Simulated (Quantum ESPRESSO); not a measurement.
# AlN (P6_3mc): Raman and infrared activity

Wanted: vibrational spectra of AlN (P6_3mc) from linear and non-linear response.

Method: DFT LDA, scalar-relativistic, plane waves, PseudoDojo norm-conserving pseudopotentials, in Quantum ESPRESSO 8.0 development, patched.

The experiments to compare with:

“Electronic structure and chemical bonding anisotropy investigation of wurtzite AlN” (2011, arxiv:1112.6088) quotes from earlier work for AlN, wurtzite (literature value): lattice constant a (a lattice parameter, reported experimental value) 3.111 Å [Literature experimental value cited in the paper's theory part].

For AlN, wurtzite (m-face PVT-grown bulk crystal, 300 K), “Structural, Surface and Optical Studies of m- and c-Face AlN Crystals Grown by Physical Vapor Transport Method” (2023, pmc:10004678) gives, by micro-Raman, 532 nm excitation: Raman mode (E2(low)) about 247.6 cm⁻¹; Raman mode (A1(TO)) about 610.4 cm⁻¹ [m-face sample; 325 nm excitation gives 609.2 cm-1]; Raman mode (E2(high)) about 656.1 cm⁻¹ [stress-sensitive mode; residual stress in the crystal is evaluated from it]; Raman mode (E1(TO)) about 669.1 cm⁻¹.

The database entry behind the starting cell differs from later determinations by our own check (inner coordinate u about 0.002 short), so it need not match the best structure at ambient conditions.

## 1. Set-up

Symmetry: P6_3mc, No. 186, hexagonal system. The conventional cell has a = 3.113 Å, b = 3.113 Å, c = 4.981 Å, α = 90.00°, β = 90.00°, γ = 120.00°. Nearest to Al lie 4 N at 1.89 Å. N has 4 Al at 1.89 Å nearest. Farther neighbours and most contacts between anions are not listed.

## 2. A first look

A cheap run with smearing and empty bands tells whether the crystal has a gap, which decides between fixed occupations and smearing later on.

Contents of probe.in:

```
&control
   calculation = 'scf'
   prefix = 'x'
   outdir = './tmp'
   pseudo_dir = './pseudo'
   tprnfor = .true.
   tstress = .true.
   verbosity = 'high'
/
&system
   ibrav = 4
   celldm(1) = 5.88271743
   celldm(3) = 1.60006425
   nat = 4
   ntyp = 2
   ecutwfc = 84.0
   occupations = 'smearing'
   smearing = 'gaussian'
   degauss = 0.01
/
&electrons
   conv_thr = 1.0d-07
   mixing_beta = 0.7
   electron_maxstep = 100
/
ATOMIC_SPECIES
 Al     26.9815  Al.upf
 N      14.0070  N.upf
ATOMIC_POSITIONS crystal
 Al     0.333333330   0.666666670   0.000000000
 Al     0.666666670   0.333333330   0.500000000
 N      0.333333330   0.666666670   0.380000000
 N      0.666666670   0.333333330   0.880000000
K_POINTS automatic
 6 6 4 0 0 0
```

Command:

```bash
$ OMP_NUM_THREADS=1 mpirun -n 4 pw.x -nk 4 -in probe.in > probe.out
```

Log:

```text
[banners, grids, parts of the stress and lines that vanish by symmetry left out]
Program PWSCF v.8.0dev
     bravais-lattice index     =            4
     lattice parameter (alat)  =       5.8827  a.u.
[...]
kinetic-energy cutoff     =      84.0000  Ry
     charge density cutoff     =     336.0000  Ry
     scf convergence threshold =      1.0E-07
[...]
Exchange-correlation= SLA-PW-NOGX-NOGC
                           (   1   4   0   0   0   0   0)
[...]
12 Sym. Ops. (no inversion) found ( 6 have fractional translation)
[...]
(     0          1          0      )
                  (     0          0          1      )
[...]
(  0.0000000  1.0000000  0.0000000 )
                  (  0.0000000  0.0000000  1.0000000 )
[...]
(     0         -1          0      )       (  0.0000000 )
[...]
(     0          0          1      )
[...]
( -0.8660254 -0.5000000  0.0000000 )
                  (  0.0000000  0.0000000  1.0000000 )
[...]
number of k points=    21  Gaussian smearing, width (Ry)=  0.0100
[...]
End of self-consistent calculation
[...]
the Fermi energy is     8.3862 ev
!    total energy              =     -51.37324487 Ry
[...]
convergence has been achieved in   9 iterations
[...]
atom    1 type  1   force =     0.00000000    0.00000000   -0.00448455
     atom    2 type  1   force =     0.00000000    0.00000000   -0.00448455
     atom    3 type  2   force =    -0.00000000    0.00000000    0.00448455
     atom    4 type  2   force =     0.00000000    0.00000000    0.00448455
[...]
Total force =     0.008969     Total SCF correction =     0.000014
[...]
total   stress  (Ry/bohr**3)                   (kbar)     P=      -59.00
[...]
XML data file, charge density, pseudopotentials, collected wavefunctions

   JOB DONE.
```

Elapsed: 6 s, on 4 MPI ranks of Intel Xeon at 2.70GHz, shared host; 23 s of CPU time.

This step gave:

| Quantity | Value |
| --- | --- |
| volume per atom | 10.45 Å³ |
| pressure | -5.900 GPa |
| gap on the k-mesh | 4.255 eV |

A gap of 4.3 eV opens on this mesh, so the crystal is taken as an insulator; the start stands at -5.9 GPa.

## 3. Relaxing the cell and atoms

The relaxation runs at a cutoff a fifth above that of the response, since stress converges more slowly with the basis than frequencies do. Forces and stress are brought to rest with tight thresholds.

Contents of relax.in:

```
&control
   calculation = 'vc-relax'
   prefix = 'x'
   outdir = './tmp'
   pseudo_dir = './pseudo'
   tprnfor = .true.
   tstress = .true.
   forc_conv_thr = 2.0d-05
   etot_conv_thr = 1.0d-07
   nstep = 40
/
&system
   ibrav = 4
   celldm(1) = 5.88271743
   celldm(3) = 1.60006425
   nat = 4
   ntyp = 2
   ecutwfc = 101
   occupations = 'fixed'
   nbnd = 10
/
&electrons
   conv_thr = 1.0d-11
   mixing_beta = 0.7
   electron_maxstep = 100
/
&ions
/
&cell
   press_conv_thr = 0.2
/
ATOMIC_SPECIES
 Al     26.9815  Al.upf
 N      14.0070  N.upf
ATOMIC_POSITIONS crystal
 Al     0.333333330   0.666666670   0.000000000
 Al     0.666666670   0.333333330   0.500000000
 N      0.333333330   0.666666670   0.380000000
 N      0.666666670   0.333333330   0.880000000
K_POINTS automatic
 9 9 6 0 0 0
```

Command:

```bash
$ OMP_NUM_THREADS=1 mpirun -n 4 pw.x -nk 4 -in relax.in > relax.out
```

Log:

```text
[banners, grids, parts of the stress and lines that vanish by symmetry left out]
[banner, memory and clock lines left out]
Program PWSCF v.8.0dev

[...]
kinetic-energy cutoff     =     101.0000  Ry
     charge density cutoff     =     404.0000  Ry
     scf convergence threshold =      1.0E-11
[...]
energy convergence thresh.=      1.0E-07
     force convergence thresh. =      2.0E-05
     press convergence thresh. =      2.0E-01
     Exchange-correlation= SLA-PW-NOGX-NOGC
                           (   1   4   0   0   0   0   0)
[...]
12 Sym. Ops. (no inversion) found ( 6 have fractional translation)
[...]
number of k points=    48
[...]
End of self-consistent calculation
[...]
highest occupied, lowest unoccupied level (ev):     6.7929   11.0487
!    total energy              =     -51.37341693 Ry
[...]
convergence has been achieved in  17 iterations
[...]
atom    1 type  1   force =     0.00000000    0.00000000   -0.00444094
     atom    2 type  1   force =    -0.00000000    0.00000000   -0.00444094
     atom    3 type  2   force =     0.00000000    0.00000000    0.00444094
     atom    4 type  2   force =     0.00000000   -0.00000000    0.00444094
     Total force =     0.008882     Total SCF correction =     0.000000
[...]
total   stress  (Ry/bohr**3)                   (kbar)     P=      -58.58
[...]
number of bfgs steps    =   0
[...]
CELL_PARAMETERS (alat=  5.88271743)
[...]
ATOMIC_POSITIONS (crystal)
Al               0.3333333300        0.6666666700       -0.0004718022
Al               0.6666666700        0.3333333300        0.4995281978
N                0.3333333300        0.6666666700        0.3804718022
N                0.6666666700        0.3333333300        0.8804718022
[...]
New effective cutoffs (rho, wfc):  412.17  103.23
[...]
End of self-consistent calculation
[...]
highest occupied, lowest unoccupied level (ev):     7.1162   11.6347
!    total energy              =     -51.37516484 Ry
[...]
convergence has been achieved in  10 iterations
[...]
atom    1 type  1   force =    -0.00000000   -0.00000000   -0.00128897
     atom    2 type  1   force =    -0.00000000   -0.00000000   -0.00128897
     atom    3 type  2   force =     0.00000000    0.00000000    0.00128897
     atom    4 type  2   force =    -0.00000000   -0.00000000    0.00128897
     Total force =     0.002578     Total SCF correction =     0.000000
[...]
total   stress  (Ry/bohr**3)                   (kbar)     P=        1.26
[...]
number of bfgs steps    =   1
[...]
CELL_PARAMETERS (alat=  5.88271743)
[...]
ATOMIC_POSITIONS (crystal)
[...]
New effective cutoffs (rho, wfc):  411.95  103.15
[...]
End of self-consistent calculation
[...]
highest occupied, lowest unoccupied level (ev):     7.1171   11.6249
!    total energy              =     -51.37517398 Ry
[...]
convergence has been achieved in   6 iterations
[...]
atom    1 type  1   force =     0.00000000    0.00000000   -0.00090974
     atom    2 type  1   force =    -0.00000000   -0.00000000   -0.00090974
     atom    3 type  2   force =     0.00000000   -0.00000000    0.00090974
     atom    4 type  2   force =    -0.00000000   -0.00000000    0.00090974
     Total force =     0.001819     Total SCF correction =     0.000000
[...]
total   stress  (Ry/bohr**3)                   (kbar)     P=        0.01
[...]
number of bfgs steps    =   2
[...]
CELL_PARAMETERS (alat=  5.88271743)
[...]
ATOMIC_POSITIONS (crystal)
[...]
New effective cutoffs (rho, wfc):  411.85  103.09
[...]
End of self-consistent calculation
[...]
highest occupied, lowest unoccupied level (ev):     7.1254   11.6250
!    total energy              =     -51.37518129 Ry
[...]
convergence has been achieved in   6 iterations
[...]
atom    1 type  1   force =     0.00000000   -0.00000000   -0.00045920
     atom    2 type  1   force =     0.00000000    0.00000000   -0.00045920
[...]
Total force =     0.000918     Total SCF correction =     0.000001
[...]
total   stress  (Ry/bohr**3)                   (kbar)     P=       -0.25
[...]
number of bfgs steps    =   3
[...]
CELL_PARAMETERS (alat=  5.88271743)
[...]
ATOMIC_POSITIONS (crystal)
[...]
New effective cutoffs (rho, wfc):  411.82  103.03
[...]
End of self-consistent calculation
[...]
highest occupied, lowest unoccupied level (ev):     7.1369   11.6292
!    total energy              =     -51.37518417 Ry
[...]
convergence has been achieved in   6 iterations
[...]
Total force =     0.000003     Total SCF correction =     0.000001
[...]
total   stress  (Ry/bohr**3)                   (kbar)     P=       -0.10
[...]
number of bfgs steps    =   4
[...]
small trust_radius: resetting bfgs history
[...]
CELL_PARAMETERS (alat=  5.88271743)
[...]
ATOMIC_POSITIONS (crystal)
[...]
New effective cutoffs (rho, wfc):  411.83  103.04
[...]
End of self-consistent calculation
[...]
highest occupied, lowest unoccupied level (ev):     7.1375   11.6302
!    total energy              =     -51.37518417 Ry
[...]
convergence has been achieved in   6 iterations
[...]
atom    1 type  1   force =     0.00000000    0.00000000   -0.00000578
     atom    2 type  1   force =     0.00000000    0.00000000   -0.00000578
     atom    3 type  2   force =     0.00000000   -0.00000000    0.00000578
     atom    4 type  2   force =     0.00000000   -0.00000000    0.00000578
     Total force =     0.000012     Total SCF correction =     0.000000
[...]
total   stress  (Ry/bohr**3)                   (kbar)     P=        0.01
[...]
bfgs converged in   6 scf cycles and   5 bfgs steps
[...]
End of BFGS Geometry Optimization
     Final enthalpy           =     -51.3751841742 Ry
     File ./tmp/x.bfgs deleted, as requested
[...]
CELL_PARAMETERS (alat=  5.88271743)
[...]
ATOMIC_POSITIONS (crystal)
[...]
N                0.3333333300        0.6666666700        0.3809754394
N                0.6666666700        0.3333333300        0.8809754394
[...]
Final scf calculation at the relaxed structure.
[...]
kinetic-energy cutoff     =     101.0000  Ry
     charge density cutoff     =     404.0000  Ry
     scf convergence threshold =      1.0E-13
[...]
press convergence thresh. =      2.0E-01
     Exchange-correlation= SLA-PW-NOGX-NOGC
                           (   1   4   0   0   0   0   0)
[...]
12 Sym. Ops. (no inversion) found ( 6 have fractional translation)
[...]
number of k points=    48
[...]
End of self-consistent calculation
[...]
highest occupied, lowest unoccupied level (ev):     7.1375   11.6302
!    total energy              =     -51.37517064 Ry
[...]
convergence has been achieved in  18 iterations
[...]
atom    1 type  1   force =    -0.00000000    0.00000000   -0.00000588
     atom    2 type  1   force =    -0.00000000   -0.00000000   -0.00000588
     atom    3 type  2   force =     0.00000000   -0.00000000    0.00000588
     atom    4 type  2   force =    -0.00000000    0.00000000    0.00000588
     Total force =     0.000012     Total SCF correction =     0.000000
[...]
total   stress  (Ry/bohr**3)                   (kbar)     P=        0.02
[...]
XML data file, charge density, pseudopotentials, collected wavefunctions
```

Wall time 87 s (4 MPI ranks); 5.8 min of CPU time.

The steps of the relaxation:

```csv
step,energy less that of the first step (eV),largest force (eV/Å),pressure (GPa),volume (Å³)
1,0.0000,0.1142,-5.86,41.80
2,-0.0238,0.0331,0.13,40.57
3,-0.0239,0.0234,0.00,40.59
4,-0.0240,0.0118,-0.03,40.59
5,-0.0240,0.0000,-0.01,40.58
6,-0.0240,0.0001,0.00,40.58
7,-0.0239,0.0002,0.00,40.58
```

```csv
"conventional cell, symmetrised",before,after,change
a (Å),3.113,3.082,-1.0 %
b (Å),3.113,3.082,-1.0 %
c (Å),4.981,4.933,-1.0 %
volume (Å³/atom),10.45,10.15,-2.9 %
```

Final coordinates:

```
Al N
1.0
     3.08203    0.00000    0.00000
    -1.54101    2.66912    0.00000
     0.00000    0.00000    4.93331
Al N
2 2
Direct
  0.33333 0.66667 0.99902
  0.66667 0.33333 0.49902
  0.33333 0.66667 0.38098
  0.66667 0.33333 0.88098
```

The last row of the table of steps is pw.x's closing run on a basis chosen anew for the final cell, so its energy can jump.

This step gave:

- volume per atom: 10.15 Å³
- pressure: 0.002333 GPa
- gap on the k-mesh: 4.493 eV

The volume changes by -2.9 % from the cell with which this run began.

## 4. Self-consistent run for the response

The response is built on this ground state, so it is converged far tighter than an energy would need. With a gap, occupations are fixed, which also allows the response to an electric field.

Contents of scf.in:

```
&control
   calculation = 'scf'
   prefix = 'x'
   outdir = './tmp'
   pseudo_dir = './pseudo'
   tprnfor = .true.
   tstress = .true.
/
&system
   ibrav = 4
   celldm(1) = 5.82419099
   celldm(3) = 1.60067106
   nat = 4
   ntyp = 2
   ecutwfc = 84.0
   occupations = 'fixed'
   nbnd = 10
/
&electrons
   conv_thr = 1.0d-12
   mixing_beta = 0.7
   electron_maxstep = 100
/
ATOMIC_SPECIES
 Al     26.9815  Al.upf
 N      14.0070  N.upf
ATOMIC_POSITIONS crystal
 Al     0.333333333   0.666666667  -0.000975439
 Al     0.666666667   0.333333333   0.499024561
 N      0.333333333   0.666666667   0.380975439
 N      0.666666667   0.333333333   0.880975439
K_POINTS automatic
 9 9 6 0 0 0
```

Command:

```bash
$ OMP_NUM_THREADS=1 mpirun -n 4 pw.x -nk 4 -in scf.in > scf.out
```

Log:

```text
[banners, grids, parts of the stress and lines that vanish by symmetry left out]
[banner, memory and clock lines left out]
Program PWSCF v.8.0dev

[...]
kinetic-energy cutoff     =      84.0000  Ry
     charge density cutoff     =     336.0000  Ry
     scf convergence threshold =      1.0E-12
[...]
Exchange-correlation= SLA-PW-NOGX-NOGC
                           (   1   4   0   0   0   0   0)
[...]
12 Sym. Ops. (no inversion) found ( 6 have fractional translation)
[...]
number of k points=    48
[...]
End of self-consistent calculation
[...]
highest occupied, lowest unoccupied level (ev):     7.1376   11.6303
!    total energy              =     -51.37509764 Ry
[...]
convergence has been achieved in  19 iterations
[...]
atom    1 type  1   force =     0.00000000    0.00000000   -0.00000655
     atom    2 type  1   force =     0.00000000    0.00000000   -0.00000655
     atom    3 type  2   force =     0.00000000    0.00000000    0.00000655
     atom    4 type  2   force =     0.00000000   -0.00000000    0.00000655
     Total force =     0.000013     Total SCF correction =     0.000000
[...]
total   stress  (Ry/bohr**3)                   (kbar)     P=        0.13
[...]
XML data file, charge density, pseudopotentials, collected wavefunctions
```

Elapsed: 17 s, on 4 MPI ranks; 69 s of CPU time.

Read from the output:

```yaml
pressure: 0.01267 GPa
```

The cell stands at 0.013 GPa, close enough for phonons.

(Continued in part 2 of 3.)

[Host names and launcher messages were left out of these logs when they were recorded.]

[Logs are printed without paths, hosts, clocks, repeated set-up lines and the standing remarks that a program may print on its own settings, such as how far it seeks lower states.]

[Hosts, paths, dates, database ids (printed as entryN), source tags and the programs' standing remarks are cut or masked in the printed files.]
